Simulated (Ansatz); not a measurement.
# What SrTiSe3 (built on the sites of a database entry of CaTiO3) distorts into, part 2 of 2

Which phase does SrTiSe3 (built on the sites of a database entry of CaTiO3) fall into along its unstable mode, and how much energy does it gain?

Ansatz 0.2.0; DFT LDA, scalar-relativistic, plane waves, PAW.

So far, highest frequency on the path or at a solved wavevector (cm⁻¹): step 2 (the dispersion) 289. Also lowest frequency on the path (cm⁻¹): step 2 -81.5.

The structure was built from a prototype and need not be the compound's stable phase.

## Step 5: Energy along the mode, all amplitudes (two of the runs are shown above)

An imaginary frequency means negative curvature, so the energy should fall and then rise again as anharmonic terms take over.

Numbers from this step:

```yaml
depth_at_the_lowest_point_sampled: 72.3 meV/atom
largest_atomic_shift_at_that_point: 0.6 Å
```

Table of energy from the parent by largest atomic shift:

| largest atomic shift (Å) | energy from the parent (meV/atom) |
| --- | --- |
| 0.000 | 0 |
| 0.040 | -0.672 |
| 0.080 | -2.69 |
| 0.140 | -8.25 |
| 0.220 | -20.0 |
| 0.320 | -37.6 |
| 0.450 | -59.0 |
| 0.600 | -72.3 |

Displacement at unit largest shift by atom:

| atom | x (Å) | y (Å) | z (Å) | size |
| --- | --- | --- | --- | --- |
| Sr1 | 0.00 | 0.00 | 0.00 | 0.00 |
| Sr2 | 0.00 | 0.00 | 0.00 | 0.00 |
| Ti3 | 0.00 | 0.00 | 0.00 | 0.00 |
| Ti4 | 0.00 | 0.00 | 0.00 | 0.00 |
| Se5 | 0.00 | 0.00 | -1.00 | 1.00 |
| Se6 | 0.00 | 0.00 | 1.00 | 1.00 |
| Se7 | 0.00 | 0.00 | 0.00 | 0.00 |
| Se8 | 0.00 | 0.00 | 0.00 | 0.00 |
| Se9 | 1.00 | 0.00 | 0.00 | 1.00 |
| Se10 | -1.00 | 0.00 | 0.00 | 1.00 |

The lowest of the steps tried is the last one, at 0.6 Å, 72.3 meV/atom below the parent; the bottom of the well need not coincide with a step.

## Step 6: Relaxing from the distorted cell

Starting from the lowest point found, all atoms and the cell are let go, so that strain and other modes of the same symmetry can join in.

input.yaml reads:

```yaml
crystal:
  lattice:
    - [4.899528169, 4.899528169, 0.0]
    - [4.899528169, 0.0, 4.899528169]
    - [4.899528169, 0.0, -4.899528169]
  atoms:
    - { symbol: Sr, position: [0.0, 0.0, 0.0] }
    - { symbol: Sr, position: [0.0, 0.5, 0.5] }
    - { symbol: Ti, position: [0.5, 0.25, 0.75] }
    - { symbol: Ti, position: [0.5, 0.75, 0.25] }
    - { symbol: Se, position: [0.5, -0.0612303858, 0.5612303858] }
    - { symbol: Se, position: [0.5, 0.5612303858, -0.0612303858] }
    - { symbol: Se, position: [0.0, 0.5, 0.0] }
    - { symbol: Se, position: [0.0, 0.0, 0.5] }
    - { symbol: Se, position: [0.5, 0.0612303858, 0.0612303858] }
    - { symbol: Se, position: [0.5, 0.4387696142, 0.4387696142] }
kpoints:
  mp_grid: { grid: [6, 6, 6] }
hamiltonian:
  xc: lda
scf:
  occupations: { method: methfessel_paxton, width: 0.15 }
output:
  forces: true
  stress: true
  eigenvalues: true
relax:
  adjacent_minimum: "off"
  f_tol: 0.002
  max_steps: 120
  cell: { stress_tol: 0.03 }
```

Command:

```sh
$ ansatz run input.yaml --threads 8 --pin off --max-ram 14336MiB --backend cpu --events-out ev --progress --plain --runs-dir out
```

Numbers of over 12 decimals in the logs are rounded to 6 here.

Log:

```text
[...]
Crystal: 10 atoms, lattice volume = 235.230 Å³
Basis set: ecut = 420 eV, 4645 PW (Γ)
Bands: 84, of which v1, the nominal top of the filled ones, is band 70 counted from 1 (69 counted from 0)
Symmetry: 16 space group operations
[...]
k-points: 30 of 216
[...]
SCF iter   1: F=—  HF=-44102.938150 eV  |F-HF|=—  |Δ(HF+E_count)|=         —  Δρ=4.75e-3  dr2=2.14e-2  ethr=1.77e-3  ⟨swp⟩=8.0  Hψ=10785  notcnv=0
[...]
SCF iter   9: F=-44102.937075 eV  HF=-44102.937075 eV  |F-HF|=3.54e-8  |Δ(HF+E_count)|=   1.39e-7  S|Δr|=    0.00e0  Δρ=4.43e-6  dr2=7.31e-8  ethr=7.14e-11  ⟨swp⟩=8.1  Hψ=13230  notcnv=0
SCF 1 converged in 9 iterations: F = -44102.937075 eV  dr2 = 7.31e-8
[...]
relax step   1: F+E_penalty+E_count = -44102.93707535 eV  Δ(F+E_penalty+E_count) = +0.000e0 eV  max|allowed force component| = 6.437e-2 eV/Å  Δτ_max = 0.0000 Å  P = -0.829 GPa  Ω = 235.230 Å³  (9 SCF iters, dr2 threshold 1.00e-7 eV, accepted)
Crystal: 10 atoms, lattice volume = 229.509 Å³
Basis set: ecut = 420 eV, 4469 PW (Γ)
[...]
SCF iter   8: F=-44103.110890 eV  HF=-44103.110891 eV  |F-HF|=2.32e-7  |Δ(HF+E_count)|=   1.46e-6  S|Δr|=    0.00e0  Δρ=1.07e-5  dr2=5.63e-7  ethr=7.14e-10  ⟨swp⟩=7.7  Hψ=11255  notcnv=0
SCF 2 converged in 8 iterations: F = -44103.110890 eV  dr2 = 5.63e-7
relax step   2: F+E_penalty+E_count = -44103.11089048 eV  Δ(F+E_penalty+E_count) = -1.738e-1 eV  max|allowed force component| = 6.889e-2 eV/Å  Δτ_max = 0.0718 Å  P = +0.310 GPa  Ω = 229.509 Å³  energy of the carried Pulay correction = +9.312e-4 eV  (8 SCF iters, dr2 threshold 1.00e-6 eV, accepted)
Crystal: 10 atoms, lattice volume = 230.833 Å³
Basis set: ecut = 420 eV, 4537 PW (Γ)
[...]
SCF iter   8: F=-44103.245151 eV  HF=-44103.245152 eV  |F-HF|=4.46e-7  |Δ(HF+E_count)|=   1.74e-7  S|Δr|=    0.00e0  Δρ=9.95e-6  dr2=3.65e-7  ethr=7.14e-10  ⟨swp⟩=9.3  Hψ=13550  notcnv=0
SCF 3 converged in 8 iterations: F = -44103.245151 eV  dr2 = 3.65e-7
[...]
relax step   3: F+E_penalty+E_count = -44103.24515149 eV  Δ(F+E_penalty+E_count) = -1.343e-1 eV  max|allowed force component| = 8.083e-2 eV/Å  Δτ_max = 0.1329 Å  P = -1.074 GPa  Ω = 230.833 Å³  energy of the carried Pulay correction = +7.137e-4 eV  (8 SCF iters, dr2 threshold 1.00e-6 eV, accepted)
[...]
relax step   4: F+E_penalty+E_count = -44103.25264461 eV  Δ(F+E_penalty+E_count) = -7.493e-3 eV  max|allowed force component| = 7.303e-2 eV/Å  Δτ_max = 0.0110 Å  P = +0.581 GPa  Ω = 226.029 Å³  energy of the carried Pulay correction = +1.509e-3 eV  (7 SCF iters, dr2 threshold 1.00e-6 eV, accepted)
[...]
relax step   5: F+E_penalty+E_count = -44103.25922997 eV  Δ(F+E_penalty+E_count) = -6.585e-3 eV  max|allowed force component| = 1.077e-2 eV/Å  Δτ_max = 0.0055 Å  P = +0.009 GPa  Ω = 227.560 Å³  energy of the carried Pulay correction = +1.254e-3 eV  (5 SCF iters, dr2 threshold 1.00e-6 eV, accepted)
[...]
relax step   6: F+E_penalty+E_count = -44103.25923788 eV  Δ(F+E_penalty+E_count) = -7.907e-6 eV  max|allowed force component| = 6.164e-3 eV/Å  Δτ_max = 0.0039 Å  P = -0.028 GPa  Ω = 227.728 Å³  energy of the carried Pulay correction = +1.226e-3 eV  (5 SCF iters, dr2 threshold 1.29e-8 eV, accepted)
[...]
relax step   7: F+E_penalty+E_count = -44103.25928797 eV  Δ(F+E_penalty+E_count) = -5.009e-5 eV  max|allowed force component| = 2.864e-4 eV/Å  Δτ_max = 0.0019 Å  P = -0.000 GPa  Ω = 227.619 Å³  energy of the carried Pulay correction = +1.244e-3 eV  (5 SCF iters, dr2 threshold 3.53e-9 eV, accepted)
[...]
SCF iter   6: F=-44103.258789 eV  HF=-44103.258789 eV  |F-HF|=2.91e-11  |Δ(HF+E_count)|=  2.18e-11  S|Δr|=    0.00e0  Δρ=5.12e-8  dr2=8.21e-12  ethr=1.00e-12  ⟨swp⟩=5.6  Hψ=9937  notcnv=0
SCF 8 converged in 6 iterations: F = -44103.258789 eV  dr2 = 8.21e-12
relax step   8: F+E_penalty+E_count = -44103.25878863 eV  Δ(F+E_penalty+E_count) = +4.993e-4 eV  max|allowed force component| = 3.568e-4 eV/Å  Δτ_max = 0.0000 Å  P = +0.002 GPa  Ω = 227.619 Å³  stress off target by 1.68e-2 GPa  SCF on the basis re-selected at this cell (its energy is not comparable with the rows above)  (6 SCF iters)
basis re-selected at this cell: Δ(F+E_penalty+E_count) = +4.993e-4 eV, ΔP = +0.002 GPa vs the last step (what re-selecting the basis moved, of the pressure what is left beyond the Pulay correction that the steps carried, after the strain that the cell walked since its last selection, with what the two solves' SCF thresholds leave and, on support functions, any second-order correction that the steps lacked; it is no measure of the basis error at this ecutwfc). The dense FFT grid was sized anew with the basis: this SCF ran on 48×45×45 points, the steps before it on 48×48×48, so part of this shift can come from that change (see relax.cell in the input reference). [rest of the remark cut]
SCF converged after 6 iterations
[...]
Free energy (F): -44103.258789 eV
[...]
Internal energy: -44103.261995 eV  (E = F + TS)
E sigma→0 (E₀):  -44103.259590 eV
Entropy (-TS):   0.003207 eV (0.321 meV/atom)
Fermi energy:    9.989129 eV
[...]
--- Forces (eV/Å), atoms counted from 1 ---
  atom   1  Sr     0.00000000    -0.00000000     0.00000000
  atom   2  Sr    -0.00000000     0.00000000     0.00000000
  atom   3  Ti     0.00000000    -0.00000000    -0.00000000
  atom   4  Ti     0.00000000    -0.00000000     0.00000000
  atom   5  Se     0.00000000     0.00000000    -0.00035676
  atom   6  Se    -0.00000000    -0.00000000     0.00035676
  atom   7  Se    -0.00000000     0.00000000     0.00000000
  atom   8  Se     0.00000000    -0.00000000    -0.00000000
  atom   9  Se     0.00035676     0.00000000     0.00000000
  atom  10  Se    -0.00035676    -0.00000000     0.00000000
  max |Σ_I F_I| component: 1.39e-17 eV/Å
--- Stress (GPa, compression-positive) ---
       -0.005579      -0.000000      -0.000000
       -0.000000       0.016799       0.000000
       -0.000000       0.000000      -0.005579
  P = ⅓ Tr σ = 0.0019 GPa (0.019 kbar)
--- Band table (eV; the first three rows and the last of 30) ---
  k-point 0: bands = [... 66 lower, 8.9878, 9.3617, 10.0004, 10.1772, 10.1772, 10.2476, 10.2476, 10.5525, ... 10 higher]
  k-point 1: bands = [... 66 lower, 9.0848, 9.2747, 9.3541, 9.7947, 10.1525, 10.1973, 10.5535, 11.0105, ... 10 higher]
  k-point 2: bands = [... 66 lower, 8.8307, 8.9368, 9.1802, 9.4222, 10.3539, 10.3540, 10.8790, 11.0001, ... 10 higher]
  k-point 29: bands = [... 66 lower, 7.8588, 7.9392, 10.0250, 10.1895, 10.1895, 10.4858, 10.9917, 10.9917, ... 10 higher]
--- Relaxed structure (7 steps of the walk, 7 accepted, 1 SCFs on fresh bases) ---
  F+E_penalty+E_count = -44103.25878863 eV   max|allowed force component| = 3.568e-4 eV/Å   (the final SCF, on the basis selected at the relaxed cell)
  cell:  # Å, volume = 227.6190 Å³
    - [4.672037, 5.213939, 0]
    - [4.672037, 0.0, 4.672037]
    - [4.672037, 0.0, -4.672037]
  atoms:
    - { symbol: Sr, position: [0, 0, 0] }
    - { symbol: Sr, position: [0, 0.5, 0.5] }
    - { symbol: Ti, position: [0.500000, 0.250000, 0.75] }
    - { symbol: Ti, position: [0.500000, 0.75, 0.250000] }
    - { symbol: Se, position: [0.500000, -0.081351, 0.581351] }
    - { symbol: Se, position: [0.500000, 0.581351, -0.081351] }
    - { symbol: Se, position: [0, 0.5, 0.0] }
    - { symbol: Se, position: [0, 0.0, 0.5] }
    - { symbol: Se, position: [0.500000, 0.081351, 0.081351] }
    - { symbol: Se, position: [0.500000, 0.418649, 0.418649] }
```

The job ended after 39 s (8 threads of Arm Neoverse V2, shared host; peak memory 1.4 GiB; 5 min of CPU time).

Relaxation path:

| step | energy less that of the first step (eV) | largest force component (eV/Å) | pressure (GPa) | volume (Å³) |
| --- | --- | --- | --- | --- |
| 1 | 0.0000 | 0.0644 | -0.83 | 235.23 |
| 2 | -0.1738 | 0.0689 | 0.31 | 229.51 |
| 3 | -0.3081 | 0.0808 | -1.07 | 230.83 |
| 4 | -0.3156 | 0.0730 | 0.58 | 226.03 |
| 5 | -0.3222 | 0.0108 | 0.01 | 227.56 |
| 6 | -0.3222 | 0.0062 | -0.03 | 227.73 |
| 7 | -0.3222 | 0.0003 | 0.00 | 227.62 |
| 8* | -0.3217 | 0.0004 | 0.00 | 227.62 |

Relaxation steps marked * repeat the geometry before them on a plane-wave basis chosen anew for their cell, so energy and pressure can jump there.

Forces are held to the 16 operations that the run works with; a distortion that breaks them can't arise in this run.

| conventional cell, symmetrised | before | after | change |
| --- | --- | --- | --- |
| a (Å) | 6.929 | 6.607 | -4.6 % |
| b (Å) | 6.929 | 6.607 | -4.6 % |
| c (Å) | 9.799 | 10.428 | +6.4 % |
| volume (Å³/atom) | 23.52 | 22.76 | -3.2 % |

The atoms that moved most (Å, as changes of fractional coordinates times the final cell):

| atom | dx | dy | dz | length |
| --- | --- | --- | --- | --- |
| Se10 | -0.188 | 0.000 | 0.000 | 0.188 |
| Se9 | 0.188 | 0.000 | 0.000 | 0.188 |
| Se5 | 0.000 | 0.000 | -0.188 | 0.188 |
| Se6 | 0.000 | 0.000 | 0.188 | 0.188 |

The relaxed structure:

```cif
data_structure
_symmetry_space_group_name_H-M 'P 1'
_symmetry_Int_Tables_number 1
_cell_length_a 7.0009
_cell_length_b 6.6073
_cell_length_c 6.6073
_cell_angle_alpha 90.000
_cell_angle_beta 61.843
_cell_angle_gamma 61.843
_cell_volume 227.62
loop_
_atom_site_label
_atom_site_type_symbol
_atom_site_fract_x
_atom_site_fract_y
_atom_site_fract_z
_atom_site_occupancy
Sr1 Sr 0.00000 0.00000 0.00000 1
Sr2 Sr 0.00000 0.50000 0.50000 1
Ti3 Ti 0.50000 0.25000 0.75000 1
Ti4 Ti 0.50000 0.75000 0.25000 1
Se5 Se 0.50000 0.91865 0.58135 1
Se6 Se 0.50000 0.58135 0.91865 1
Se7 Se 0.00000 0.50000 0.00000 1
Se8 Se 0.00000 0.00000 0.50000 1
Se9 Se 0.50000 0.08135 0.08135 1
Se10 Se 0.50000 0.41865 0.41865 1
```

This step gave:

- pressure: 0.001880 GPa
- volume per atom: 22.76 Å³

The distorted start has space group I4/mcm; the relaxation ends in I4/mcm.

## Step 7: Results

```yaml
unstable_mode_of_the_parent: q = (-0.5, -0.5, -0.5), 82i cm⁻¹
depth_at_the_lowest_point_sampled: 72.3 meV/atom
largest_atomic_shift_at_that_point: 0.6 Å
space_group_reached_within_0p01_a: I4/mcm
energy_gained_over_the_parent_first_relaxation_on_the_mesh_of_the_frozen_mode: 104 meV/atom
volume_per_atom_phase_reached: 22.8 Å³
```

Along this mode the structure falls into I4/mcm, 104 meV/atom below the parent. At the parent's cell the well is 72.3 meV/atom deep on the steps tried, with its lowest point at a shift of 0.6 Å. That is the last step tried, so the steps alone don't bracket the bottom of the well. Relaxing atoms and cell changes the gain by +32.17 meV/atom against the lowest step (energies at zero smearing). The modes of the phase reached were not computed on this path. Of the 4 patterns followed to their end from this parent, this one reaches the lowest energy. Each path keeps the symmetry of its pattern, so a lower phase may lie along a pattern not tried. With no gap, or one that is small against the smearing, the frequencies hang on the k mesh and the smearing, most of all near Kohn anomalies. A phonon run warned that its eigensolver left some bands unconverged in a pass. The starting cell was built on a prototype and not taken from a measurement, so the phase need not exist.

[Logs are printed without paths, hosts, clocks, repeated set-up lines and the standing remarks that a program may print on its own settings, such as how far it seeks lower states.]

[Hosts, paths, dates, database ids (printed as entryN), source tags and the programs' standing remarks are cut or masked in the printed files.]
